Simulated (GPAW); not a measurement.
# Work function of H/Mo(110) at several levels, part 2 of 2

Wanted: work functions and dipole of H/Mo(110), with the cost of each level.

GPAW 26.7.0; GPAW, PAW setups; slab in vacuum, relaxation (the session's first sound run).

So far, upper work function (eV): step 2 (relaxation, PBE, GPAW) 5.18; step 3 (plane waves, PBE) 5.18; step 4 (OptPBE vdW: xc = "optPBE-vdW", GPAW, PAW setups, GPAW) 5.39; step 5 (self-consistent run: xc = "revPBE") 5.08; step 6 (self-consistent run: xc = "LDA") 5.39.

## Step 7: Self-consistent run: xc = "vdW-DF2"

The same geometry under vdW-DF2, to see how far the functional moves the levels against the vacuum (the van der Waals functionals take revPBE setups).

Contents of run.py:

```python
import json
import numpy as np
from ase import Atoms
from gpaw import GPAW, PW

slab = Atoms(
    ['Mo', 'Mo', 'Mo', 'Mo', 'H'],
    positions=[
        [0.00000, 0.00000, 7.00000],
        [2.22739, -0.00000, 9.22739],
        [0.00000, 0.00000, 11.46195],
        [2.22739, -0.00000, 13.65528],
        [1.11369, 0.78750, 14.95790]],
    cell=[[2.22739, -1.575, 0.0], [2.22739, 1.575, 0.0], [0.0, 0.0, 21.93197]],
    pbc=[True, True, False])

slab.calc = GPAW(mode=PW(500), xc='vdW-DF2', kpts={'size': (12, 12, 1), 'gamma': True},
                 occupations={'name': 'fermi-dirac', 'width': 0.1}, nbands='160%',
                 convergence={'density': 1e-05}, maxiter=200,
                 poissonsolver={'dipolelayer': 'xy'},
                 symmetry={'tolerance': 1e-3}, txt='slab.txt')
result = {}
energy = slab.get_potential_energy()
fermi = slab.calc.get_fermi_level()
v = slab.calc.get_electrostatic_potential().mean((0, 1)) - fermi
n = slab.calc.get_pseudo_density().mean((0, 1))
L = slab.cell[2, 2]
z = np.arange(len(v)) * L / len(v)
low, high = slab.positions[:, 2].min(), slab.positions[:, 2].max()
below, above = np.interp([low - 4.8, high + 4.8], z, v)
slopes = [np.interp(x, z, np.gradient(v, z)) for x in (low - 4.8, high + 4.8)]
eps = np.array([[slab.calc.get_eigenvalues(k, s) for k in range(len(slab.calc.get_ibz_k_points()))]
                for s in range(slab.calc.get_number_of_spins())]) - fermi
top, bottom = eps[eps < 0].max(), eps[eps > 0].min()
dipole = slab.get_dipole_moment()[2]
print(f'energy {energy:.4f} eV, Fermi level {fermi:.4f} eV, dipole {dipole:.5f} e A')
print(f'potential 4.8 A off the faces, from the Fermi level: lower {below:.4f} eV, upper {above:.4f} eV')
print(f'slope of the potential there: lower {slopes[0]:.5f}, upper {slopes[1]:.5f} eV/A')
print(f'nearest levels on the mesh: {top:.4f} and {bottom:.4f} eV')
print('magnetic moment', round(slab.get_magnetic_moment(), 3))
result.update(energy=energy, fermi=fermi, dipole=dipole, below=below, above=above, slopes=slopes, edges=[top, bottom],
              z=z.tolist(), v=v.tolist(), n=n.tolist(), positions=slab.positions.tolist(),
              forces=slab.get_forces(apply_constraint=False).tolist(), moments=slab.get_magnetic_moments().tolist())
json.dump(result, open('result.json', 'w'))
```

On the command line:

```console
OMP_NUM_THREADS=1 OPENBLAS_NUM_THREADS=1 python run.py
```

Log:

```text
energy -373.7132 eV, Fermi level 2.6717 eV, dipole -0.02442 e A
potential 4.8 A off the faces, from the Fermi level: lower 4.8980 eV, upper 5.5280 eV
slope of the potential there: lower -0.00271, upper 0.00009 eV/A
nearest levels on the mesh: -0.0086 and 0.0122 eV
magnetic moment 0.0
```

Run time: 7.8 min. Hardware: 1 thread of Arm Neoverse V1, shared host; peak memory 0.58 GiB.

This step gave:

| Property | Result |
| --- | --- |
| dipole along the normal | -0.02442 e·Å |
| levels nearest the Fermi level on the mesh | -0.008565, 0.01224 eV from the Fermi level |
| upper work function | 5.528 eV |
| lower work function | 4.898 eV |

The electrostatic potential energy of an electron (without an applied field's), less the Fermi level, planar mean by z:

z (Å), electrostatic potential energy of an electron (without an applied field's), less the Fermi level, planar mean (eV) and a bar from the least value:
```
      0.0        5.2 ##############################
      0.5        4.9 #############################
      1.0        4.9 #############################
      1.5        4.9 #############################
      2.0        4.9 #############################
      2.5        4.9 #############################
      3.0        4.9 #############################
      3.5        4.9 #############################
      4.0        4.8 #############################
      4.5        4.7 #############################
      5.0        4.2 #############################
      5.5        2.8 ############################
      6.0       -1.2 ########################
      6.5      -13.6 #############
      7.0      -28.0 
      7.5      -13.8 #############
      8.0       -2.8 #######################
      8.5       -6.9 ###################
      9.0      -24.5 ###
      9.5      -23.0 #####
     10.0       -6.0 ####################
     10.5       -3.2 ######################
     11.0      -15.5 ###########
     11.5      -28.4 
     12.0      -12.6 ##############
     12.5       -2.8 #######################
     13.0       -8.8 #################
     13.5      -26.4 ##
     14.0      -20.0 #######
     14.5       -4.3 #####################
     15.0       -0.4 #########################
     15.5        3.9 #############################
     16.0        5.2 ##############################
     16.5        5.4 ##############################
     17.0        5.5 ##############################
     17.5        5.5 ##############################
     18.0        5.5 ##############################
     18.5        5.5 ##############################
     19.0        5.5 ##############################
     19.5        5.5 ##############################
     20.0        5.5 ##############################
     20.5        5.5 ##############################
     21.0        5.5 ##############################
     21.5        5.5 ##############################
```

The upper face's work function is 5.528 eV, against 5.175 eV in the first plane-wave PBE run at this geometry.

## Step 8: Self-consistent run: xc = "RPBE"

The same geometry under RPBE, to see how far the functional moves the levels against the vacuum.

run.py, as its differences from that of step 7:

```diff
@@ -16,3 +16,3 @@
 
-slab.calc = GPAW(mode=PW(500), xc='vdW-DF2', kpts={'size': (12, 12, 1), 'gamma': True},
+slab.calc = GPAW(mode=PW(500), xc='RPBE', kpts={'size': (12, 12, 1), 'gamma': True},
                  occupations={'name': 'fermi-dirac', 'width': 0.1}, nbands='160%',
```

Log:

```text
energy -44.2421 eV, Fermi level 2.8589 eV, dipole -0.02344 e A
potential 4.8 A off the faces, from the Fermi level: lower 4.4770 eV, upper 5.0815 eV
slope of the potential there: lower -0.00204, upper 0.00009 eV/A
nearest levels on the mesh: -0.0015 and 0.0040 eV
magnetic moment 0.0
```

Wall time 8.1 min (1 thread); peak memory 0.44 GiB.

Numbers from this step:

```
dipole along the normal                    : -0.02344 e·Å
levels nearest the Fermi level on the mesh : -0.001541, 0.004023 eV from the Fermi level
upper work function                        : 5.082 eV
lower work function                        : 4.477 eV
```

Table of electrostatic potential energy of an electron (without an applied field's), less the Fermi level, planar mean by z:

```tsv
z (Å)	electrostatic potential energy of an electron (without an applied field's), less the Fermi level, planar mean (eV)
0.0	4.78
0.5	4.48
1.0	4.48
1.5	4.48
2.0	4.48
2.5	4.48
3.0	4.47
3.5	4.46
4.0	4.42
4.5	4.30
5.0	3.91
5.5	2.67
6.0	-1.27
6.5	-13.6
7.0	-28.0
7.5	-13.7
8.0	-2.58
8.5	-6.74
9.0	-24.4
9.5	-22.9
10.0	-5.82
10.5	-2.96
11.0	-15.4
11.5	-28.4
12.0	-12.5
12.5	-2.54
13.0	-8.62
13.5	-26.3
14.0	-19.9
14.5	-4.24
15.0	-0.569
15.5	3.61
16.0	4.76
16.5	5.01
17.0	5.06
17.5	5.08
18.0	5.08
18.5	5.08
19.0	5.08
19.5	5.08
20.0	5.08
20.5	5.08
21.0	5.08
21.5	5.07
```

The upper face's work function is 5.082 eV, against 5.175 eV in the first plane-wave PBE run at this geometry.

## Step 9: Real-space grid: mode = "fd"

A real-space grid is a second complete basis, so it checks the plane-wave result.

run.py, as its differences from that of step 8:

```diff
@@ -3,3 +3,3 @@
 from ase import Atoms
-from gpaw import GPAW, PW
+from gpaw import GPAW
 
@@ -16,3 +16,3 @@
 
-slab.calc = GPAW(mode=PW(500), xc='RPBE', kpts={'size': (12, 12, 1), 'gamma': True},
+slab.calc = GPAW(mode='fd', h=0.18, xc='PBE', kpts={'size': (12, 12, 1), 'gamma': True},
                  occupations={'name': 'fermi-dirac', 'width': 0.1}, nbands='160%',
```

Log:

```text
energy -46.5730 eV, Fermi level -4.9001 eV, dipole -0.02136 e A
potential 4.8 A off the faces, from the Fermi level: lower 4.6241 eV, upper 5.1755 eV
slope of the potential there: lower -0.00149, upper 0.00001 eV/A
nearest levels on the mesh: -0.0029 and 0.0031 eV
magnetic moment 0.0
```

The job ended after 33 min (1 thread; peak memory 2.2 GiB).

Numbers from this step:

* dipole along the normal: -0.02136 e·Å
* levels nearest the Fermi level on the mesh: -0.002892, 0.003052 eV from the Fermi level
* upper work function: 5.176 eV
* lower work function: 4.624 eV

The electrostatic potential energy of an electron (without an applied field's), less the Fermi level, planar mean oscillates, so the rows of the table below give means over windows of 1 Å about each position, cut where the curve ends. Its maxima inside the range that stand out by 2 % of the span (Å: eV): 8.1: -2.10, 10.3: -2.18, 12.5: -2.36. Its minima: 7.0: -28.0, 9.2: -28.6, 11.4: -28.4, 13.6: -28.2.

Electrostatic potential energy of an electron (without an applied field's), less the Fermi level, planar mean against z; means over each step:

```tsv
z (Å)	electrostatic potential energy of an electron (without an applied field's), less the Fermi level, planar mean (eV)
0	4.65
1	4.62
2	4.62
3	4.62
4	4.56
5	3.92
6	-2.58
7	-22.4
8	-5.04
9	-20.9
10	-8.29
11	-15.8
12	-13.8
13	-10.8
14	-18.4
15	-0.00690
16	4.71
17	5.15
18	5.17
19	5.18
20	5.18
21	5.18
```

The upper face's work function is 5.176 eV, against 5.175 eV in the first plane-wave PBE run at this geometry.

## Step 10: Atomic orbitals: mode = "lcao"

Atom-centred orbitals end a few angstrom from the surface, which tests how much the density's tail matters.

run.py, as its differences from that of step 9:

```diff
@@ -16,4 +16,4 @@
 
-slab.calc = GPAW(mode='fd', h=0.18, xc='PBE', kpts={'size': (12, 12, 1), 'gamma': True},
-                 occupations={'name': 'fermi-dirac', 'width': 0.1}, nbands='160%',
+slab.calc = GPAW(mode='lcao', basis='dzp', h=0.18, xc='PBE', kpts={'size': (12, 12, 1), 'gamma': True},
+                 occupations={'name': 'fermi-dirac', 'width': 0.1}, nbands='120%',
                  convergence={'density': 1e-05}, maxiter=200,
```

Log:

```text
energy -44.0831 eV, Fermi level -4.9096 eV, dipole -0.02224 e A
potential 4.8 A off the faces, from the Fermi level: lower 4.6222 eV, upper 5.1964 eV
slope of the potential there: lower -0.00167, upper 0.00001 eV/A
nearest levels on the mesh: -0.0020 and 0.0045 eV
magnetic moment 0.0
```

The job ended after 1.5 h (1 thread; peak memory 0.53 GiB).

This step gave:

| Quantity | Value |
| --- | --- |
| dipole along the normal | -0.02224 e·Å |
| levels nearest the Fermi level on the mesh | -0.002035, 0.004475 eV from the Fermi level |
| upper work function | 5.196 eV |
| lower work function | 4.622 eV |

The upper face's work function is 5.196 eV, against 5.175 eV in the first plane-wave PBE run at this geometry.

## Step 11: All levels side by side

Times are for 1 thread of Arm Neoverse V1, shared host. The runs compared:

```tsv
no.	run	upper work function (eV)	lower work function (eV)	time	memory (GiB)
1	pw	5.175	4.625	7.2 min	0.44
2	optPBE vdW	5.388	4.800	8 min	0.58
3	revPBE	5.085	4.497	7.6 min	0.44
4	LDA	5.390	4.920	7.6 min	0.44
5	vdW DF2	5.528	4.898	7.8 min	0.58
6	RPBE	5.082	4.477	8.1 min	0.44
7	fd	5.176	4.624	33 min	2.2
8	lcao	5.196	4.622	1.5 h	0.53
```

## Step 12: Side by side

Results and costs are gathered.

This step: comparison of work functions, dipole and cost (GPAW 26.7.0).

Ladder, by row:

```tsv
step	code	work function, upper (eV)	work function, lower (eV)	dipole (e Å)	wall time (s)	peak memory (GiB)	threads
pw	GPAW	5.175	4.625	-0.02137	432.6	0.44	1
optPBE-vdW	GPAW	5.388	4.8	-0.02277	480.1	0.58	1
revPBE	GPAW	5.085	4.497	-0.02278	453.8	0.44	1
LDA	GPAW	5.39	4.92	-0.01824	454.1	0.44	1
vdW-DF2	GPAW	5.528	4.898	-0.02442	469.2	0.58	1
RPBE	GPAW	5.082	4.477	-0.02344	485.3	0.44	1
fd	GPAW	5.176	4.624	-0.02136	1972	2.25	1
lcao	GPAW	5.196	4.622	-0.02224	5580	0.53	1
```

## Step 13: A changed run

One more run, with changed settings.

This step: GPAW, PAW setups; slab in vacuum (GPAW 26.7.0).

run.py, as its differences from that of step 10:

```diff
@@ -3,3 +3,3 @@
 from ase import Atoms
-from gpaw import GPAW
+from gpaw import GPAW, PW
 
@@ -16,5 +16,5 @@
 
-slab.calc = GPAW(mode='lcao', basis='dzp', h=0.18, xc='PBE', kpts={'size': (12, 12, 1), 'gamma': True},
-                 occupations={'name': 'fermi-dirac', 'width': 0.1}, nbands='120%',
-                 convergence={'density': 1e-05}, maxiter=200,
+slab.calc = GPAW(mode=PW(60), xc='PBE', kpts={'size': (12, 12, 1), 'gamma': True},
+                 occupations={'name': 'fermi-dirac', 'width': 0.1}, nbands='160%',
+                 convergence={'density': 1e-05}, maxiter=75,
                  poissonsolver={'dipolelayer': 'xy'},
```

Log:

```text
energy 436.4300 eV, Fermi level 2.2721 eV, dipole -0.07063 e A
potential 4.8 A off the faces, from the Fermi level: lower 11.6313 eV, upper 13.4606 eV
slope of the potential there: lower -0.93083, upper 0.80090 eV/A
nearest levels on the mesh: -0.0040 and 0.0017 eV
magnetic moment 0.0
```

It took 2.3 min on 1 thread; peak memory 0.14 GiB.

The run finished. A setting was moved off its sound value on purpose, so it serves as a test and not as the result.

The fault put into the input: a cutoff far too low (ecut = 60).

The two runs compared:

```tsv
quantity	this run	sound run	difference
dipole along the normal (e·Å)	-0.070632	-0.021369	-0.0493
```

The two runs differ clearly in the dipole along the normal: -0.0706 e·Å against -0.0214 e·Å.

## Step 14: Summary of results

* work function, upper and lower face: 5.175 and 4.625 eV
* dipole along the normal: -0.0214 e Å

What this shows: With plane waves and PBE the work function is 5.18 eV on the upper face and 4.62 eV on the lower. The two faces differ by 0.55 eV, the step that the slab's dipole makes (e p/(ε0 A) gives 0.55 eV), so the dipole layer is needed. Over the sound runs of the table the upper face's work function spans 5.082 (RPBE) to 5.528 eV (vdW-DF2). The cell of 7.02 Å² holds one H, started on one chosen site; other sites and coverages weren't tried. The in-plane lattice was kept as typed, which isn't the functional's own and leaves some strain; spin-orbit coupling and temperature are left out.

[Logs are printed without paths, hosts, clocks, repeated set-up lines and the standing remarks that a program may print on its own settings, such as how far it seeks lower states.]

[Hosts, paths, dates, database ids (printed as entryN), source tags and the programs' standing remarks are cut or masked in the printed files.]
